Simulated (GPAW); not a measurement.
# Dielectric function and optical constants of MgB2

Aim: the dielectric function of MgB2, and the optical constants that follow from it.

Calculated with GPAW 26.7.0; DFT, PBE, plane-wave PAW (GPAW data sets), scalar-relativistic, RPA, optical limit.

Most raw output is cut from this account.

### Step 1. The structure

The structure is hexagonal, space group P6/mmm (No. 191). Conventional cell: a = 3.085 Å, b = 3.085 Å, c = 3.523 Å, α = 90.00°, β = 90.00°, γ = 120.00°. Nearest to Mg lie 12 B at 2.51 Å. Nearest to B lie 3 B at 1.78 Å and 6 Mg at 2.51 Å. Farther neighbours are not listed.

### Step 2. Ground state

The self-consistent density comes first; it also tells whether there is a gap, which decides the occupations and the need for a Drude term.

This step: DFT, PBE, plane-wave PAW (GPAW data sets), scalar-relativistic, ground state (GPAW 26.7.0).

gs.py reads:

```python
from ase import Atoms
from ase.dft.bandgap import bandgap
from gpaw import GPAW, PW, FermiDirac

atoms = Atoms(['Mg', 'B', 'B'],
              cell=[[3.085000000014, 0.000000000000, 0.000000000000],
                    [-1.542500000007, 2.671688370688, 0.000000000000],
                    [0.000000000000, 0.000000000000, 3.523000000000]],
              scaled_positions=[[0.000000000000, 0.000000000000, 0.000000000000],
                                [0.666666666667, 0.333333333333, 0.500000000000],
                                [0.333333333333, 0.666666666667, 0.500000000000]],
              pbc=[True, True, True])
atoms.calc = GPAW(mode=PW(400), xc='PBE', kpts={'size': (9, 9, 6), 'gamma': True},
                  occupations=FermiDirac(0.05), maxiter=150, txt='gs.txt')
print('energy (eV)', atoms.get_potential_energy())
print('Fermi level (eV)', atoms.calc.get_fermi_level())
print('valence electrons', atoms.calc.get_number_of_electrons())
print('gap (eV)', bandgap(atoms.calc, output=None)[0])
print('direct gap (eV)', bandgap(atoms.calc, direct=True, output=None)[0])
atoms.calc.write('gs.gpw')
```

The run is started by

```
$ OMP_NUM_THREADS=1 python gs.py
```

Elapsed: 6.2 s, on 1 thread of Arm Neoverse V2, shared host; peak memory 0.13 GiB.

Read-outs, printed or worked out from the files:

```
energy       : -15.32 eV
Fermi energy : 7.128 eV
electrons    : 16
```

There are states at the Fermi level within the smearing, so the occupations stay smeared and the carriers get a Drude term.

### Step 3. Bands for the response

The response needs many more empty bands than the density does.

This step: DFT, PBE, plane-wave PAW (GPAW data sets), scalar-relativistic, bands at fixed density (GPAW 26.7.0).

nscf.py reads:

```python
from ase.dft.bandgap import bandgap
from gpaw import GPAW, FermiDirac

calc = GPAW('gs.gpw').fixed_density(kpts={'size': (18, 18, 18), 'gamma': True}, nbands=31, convergence={'bands': 25},
                                    occupations=FermiDirac(0.05), txt='nscf.txt')
print('gap (eV)', bandgap(calc, output=None)[0])
print('direct gap (eV)', bandgap(calc, direct=True, output=None)[0])
print('top band over the Fermi level (eV)', min(calc.get_eigenvalues(kpt=k)[24] for k in range(len(calc.get_ibz_k_points()))) - calc.get_fermi_level())
calc.write('full.gpw', mode='all')
```

The run is started by

```
$ OMP_NUM_THREADS=1 python nscf.py
```

The job ended after 76 s (1 thread; peak memory 0.28 GiB).

### Step 4. Dielectric function, RPA

Transitions between filled and empty bands, summed over the zone, give the optical response, so mesh, band count and broadening shape it.

The induced potential is part of this response.

This step: DFT, PBE, plane-wave PAW (GPAW data sets), scalar-relativistic, RPA, optical limit (GPAW 26.7.0).

df.py reads:

```python
from gpaw.response.df import DielectricFunction

df = DielectricFunction('full.gpw', frequencies={'type': 'nonlinear', 'domega0': 0.03, 'omega2': 8},
                        ecut=80,
                        eta=0.15,
                        nbands=25,
                        rate=0.05,
                        txt='df.txt')
for direction in ['x', 'z']:
    df.get_dielectric_function(xc='RPA', direction=direction, filename=f'df_{direction}.csv')
```

The run is started by

```
$ OMP_NUM_THREADS=1 python df.py
```

Elapsed: 17 s, on 1 thread; peak memory 0.28 GiB.

Read-outs, printed or worked out from the files:

| Quantity | Value |
| --- | --- |
| centre of weight of the strongest loss peak in the window | 20.52 eV |

Some rows of df_x.csv (energy; Re and Im without local fields; Re and Im with them):

```text
0.000000, 26166.191219, -0.000000, 26165.282897, -0.000000
0.555532, -201.856679, 47.400016, -201.969553, 47.251022
1.143969, -40.926739, 9.860345, -41.252398, 9.799262
1.768324, -12.171101, 4.262731, -12.581196, 4.181731
2.431988, -7.894009, 9.688590, -8.090420, 9.441206
3.138794, -4.182414, 3.914326, -4.418845, 3.781085
3.893091, -0.879112, 2.226183, -1.157127, 2.113338
4.699832, 3.235173, 2.274672, 2.761867, 2.039963
5.564682, 4.070099, 4.375908, 3.724892, 3.967762
6.494155, 7.580568, 8.931684, 7.081327, 7.652940
7.495775, -2.916911, 12.406145, -1.599791, 11.917624
8.578281, -3.339504, 6.514613, -2.660674, 6.481596
9.751884, -2.809077, 2.634420, -2.611189, 2.698660
11.028587, -2.338660, 2.608094, -2.084001, 2.721347
12.422601, -1.480188, 1.202989, -1.400141, 1.249570
13.950874, -1.115729, 0.832289, -1.056261, 0.887519
15.633783, -0.745192, 0.632489, -0.698114, 0.693856
17.496047, -0.376171, 0.444090, -0.333207, 0.520096
19.567954, -0.060004, 0.257346, -0.064908, 0.304971
21.887015, 0.197436, 0.192467, 0.196678, 0.215694
```

The Im ε has structure finer than the step of the table below, so its rows give means over 0.5 eV, whole bins alone (the curve runs from 0.305 to 23.7 eV). Peaks (eV: height): E ∥ x 2.24: 11.8, 7.44: 12.1; E ∥ z 4.61: 14.0, 5.12: 19.4, 6.39: 9.97.

Sum at mesh points, not converged in k. Table of Im ε by photon energy; means over each step:

```csv
photon energy (eV),E ∥ x,E ∥ z
1.0,11.4,8.37
1.5,6.20,2.37
2.0,7.26,1.07
2.5,8.39,0.704
3.0,4.58,0.643
3.5,3.06,0.864
4.0,1.93,2.11
4.5,2.09,9.87
5.0,3.22,14.4
5.5,4.00,7.45
6.0,3.89,6.28
6.5,7.81,8.20
7.0,11.4,3.76
7.5,11.4,2.43
8.0,7.48,3.52
8.5,6.26,2.34
9.0,4.80,2.14
9.5,3.13,2.16
10.0,2.84,2.52
10.5,2.77,1.98
11.0,2.57,2.18
11.5,1.77,2.44
12.0,1.44,2.21
12.5,1.29,1.65
13.0,1.45,1.65
13.5,1.05,1.68
14.0,0.851,1.63
14.5,0.784,1.74
15.0,0.760,1.20
15.5,0.738,0.940
16.0,0.559,0.649
16.5,0.467,0.544
17.0,0.530,0.442
17.5,0.516,0.487
18.0,0.417,0.430
18.5,0.363,0.369
19.0,0.339,0.339
19.5,0.306,0.394
20.0,0.258,0.286
20.5,0.252,0.288
21.0,0.235,0.303
21.5,0.199,0.220
22.0,0.216,0.220
22.5,0.190,0.243
23.0,0.173,0.224
```

Values under 1 per cm are given as 1; sum at mesh points, not converged in k. Table of absorption coefficient by photon energy:

```csv
photon energy (eV),E ∥ x (1/cm),E ∥ z (1/cm)
1.01,7.6e5,8.3e5
1.99,5.1e5,7.1e5
3.02,7.5e5,2.8e5
3.98,4.4e5,1.4e5
4.98,3.6e5,1.1e6
6.02,4.5e5,1.0e6
6.99,1.5e6,1.5e6
8.03,2.0e6,1.3e6
9.02,2.1e6,1.2e6
10.03,1.7e6,1.3e6
11.03,1.9e6,1.2e6
12.02,1.7e6,1.6e6
13.00,1.7e6,1.4e6
14.04,1.6e6,1.4e6
14.96,1.4e6,1.7e6
16.03,1.4e6,1.4e6
16.96,1.2e6,1.1e6
18.05,1.1e6,1.0e6
18.97,9.7e5,6.8e5
20.06,7.1e5,5.9e5
20.95,6.1e5,6.2e5
22.02,5.0e5,3.9e5
23.01,3.9e5,3.9e5
```

The loss function −Im 1/ε at q → 0 has structure finer than the step of the table below, so its rows give means over 1 eV, whole bins alone (the curve runs from 0.305 to 23.7 eV). Peaks (eV: height): E ∥ x 4.1: 0.649, 20.1: 4.02; E ∥ z 3.1: 1.48, 18.9: 3.21, 19.9: 3.26.

Sum at mesh points, not converged in k. The loss function −Im 1/ε at q → 0 by energy loss; means over each step:

```csv
energy loss (eV),E ∥ x,E ∥ z
1,0.00444,0.00171
2,0.0542,0.00909
3,0.115,0.395
4,0.365,0.0510
5,0.152,0.0677
6,0.0978,0.139
7,0.0781,0.143
8,0.110,0.274
9,0.129,0.408
10,0.209,0.404
11,0.222,0.464
12,0.288,0.418
13,0.382,0.558
14,0.473,0.550
15,0.694,0.518
16,0.847,0.772
17,1.39,1.52
18,1.72,2.13
19,2.62,2.68
20,3.67,2.77
21,3.67,2.20
22,2.63,1.36
23,1.84,1.02
```

The reflectivity at normal incidence has structure finer than the step of the table below, so its rows give means over 0.5 eV, whole bins alone (the curve runs from 0.305 to 23.7 eV). Peaks (eV: height): E ∥ x 2.62: 67.6, 9.09: 59.3, 11.33: 55.7, 13.51: 53.2; E ∥ z 5.27: 60.5, 6.87: 60.5, 8.33: 46.6, 10.31: 30.4, 12.18: 34.3, 15.93: 46.9.

Sum at mesh points, not converged in k. Reflectivity at normal incidence against photon energy; means over each step:

```csv
photon energy (eV),E ∥ x (%),E ∥ z (%)
1.0,95.0,97.4
1.5,89.1,96.9
2.0,64.0,95.5
2.5,64.7,89.7
3.0,59.9,45.8
3.5,44.9,6.94
4.0,24.6,20.6
4.5,11.1,37.4
5.0,17.6,46.1
5.5,20.2,51.3
6.0,21.6,35.9
6.5,32.0,50.4
7.0,40.2,57.2
7.5,47.6,43.5
8.0,51.6,35.7
8.5,46.4,41.2
9.0,56.5,32.4
9.5,53.8,24.2
10.0,46.2,27.4
10.5,47.0,27.7
11.0,47.8,21.6
11.5,54.9,25.3
12.0,52.2,31.8
12.5,47.2,30.0
13.0,43.9,26.0
13.5,52.4,26.3
14.0,50.3,26.1
14.5,46.4,31.7
15.0,42.3,40.1
15.5,43.4,42.5
16.0,47.4,45.6
16.5,43.5,42.3
17.0,34.3,38.1
17.5,35.9,29.0
18.0,38.8,30.5
18.5,34.9,26.5
19.0,33.1,19.6
19.5,30.6,18.5
20.0,28.1,17.9
20.5,22.7,12.3
21.0,20.3,11.8
21.5,16.8,10.5
22.0,13.4,6.60
22.5,12.7,5.86
23.0,10.5,5.03
```

The Im ε, E ∥ x has structure finer than the step of the table below, so its rows give means over 1 eV, whole bins alone (the curve runs from 0.305 to 23.7 eV). Peaks (eV: height): without local fields 2.2: 12.1, 7.2: 13.0; with local fields 2.2: 11.8, 7.4: 12.1.

Sum at mesh points, not converged in k. Table of Im ε, E ∥ x by photon energy; means over each step:

```csv
photon energy (eV),without local fields,with local fields
1,16.5,16.5
2,7.79,7.59
3,4.87,4.72
4,2.38,2.23
5,3.54,3.16
6,5.20,4.55
7,12.3,11.0
8,7.99,7.92
9,4.70,4.86
10,2.81,2.87
11,2.32,2.43
12,1.37,1.44
13,1.27,1.34
14,0.804,0.856
15,0.718,0.771
16,0.520,0.573
17,0.467,0.516
18,0.351,0.420
19,0.284,0.340
20,0.228,0.267
21,0.203,0.230
22,0.184,0.207
23,0.159,0.172
```

At chosen wavelengths:

```csv
wavelength (nm),n x,k x,R (%) x,1/α x,n z,k z,R (%) z,1/α z
1064,0.75,6.358,93.1,13 nm,0.34,6.945,97.3,12 nm
800,0.74,4.499,87.2,14 nm,0.21,4.967,96.8,13 nm
633,1.02,2.653,63.3,19 nm,0.15,3.608,95.8,14 nm
405,0.93,2.396,60.7,13 nm,0.42,0.763,35.5,42 nm
365,0.85,1.845,50.3,16 nm,1.39,0.273,4.0,107 nm
248,2.12,0.730,17.4,27 nm,3.34,2.223,43.8,8.9 nm
193,2.92,1.196,30.5,13 nm,1.89,2.551,49.2,6.0 nm
```

In reflection the computed colour is light grey: x = 0.315, y = 0.337, luminous reflectivity 76 %.

### Step 5. Summary of results

```json
{"centre of weight of the strongest loss peak in the window, first axis": "20.5 eV"}
```

At this level (PBE, RPA) MgB2 is a metal. The mesh is too coarse to trust the carriers' weight, the reflectivity or the colour to better than tens of per cent. In reflection the computed colour is light grey: x = 0.315, y = 0.337, luminous reflectivity 76 %. The carriers' damping of 0.05 eV is typed, not computed; it shapes the response at the lowest energies. The curves end at 24 eV, about where the summed bands run out. GPAW's carrier term has the form −ωp²/(ω + i·rate)², which damps like twice the rate and fails at low energy, so the curves leave the lowest energies out. The sum runs over mesh points 0.13 Å⁻¹ apart with no interpolation, so peaks are partly noise of the mesh, and the Drude plasma energy, a sum over the Fermi surface, isn't converged.

[Machine, clock and banner lines and Python warnings are left out of the logs.]

[Logs are printed without paths, hosts, clocks, repeated set-up lines and the standing remarks that a program may print on its own settings, such as how far it seeks lower states.]

[Hosts, paths, dates, database ids (printed as entryN), source tags and the programs' standing remarks are cut or masked in the printed files.]
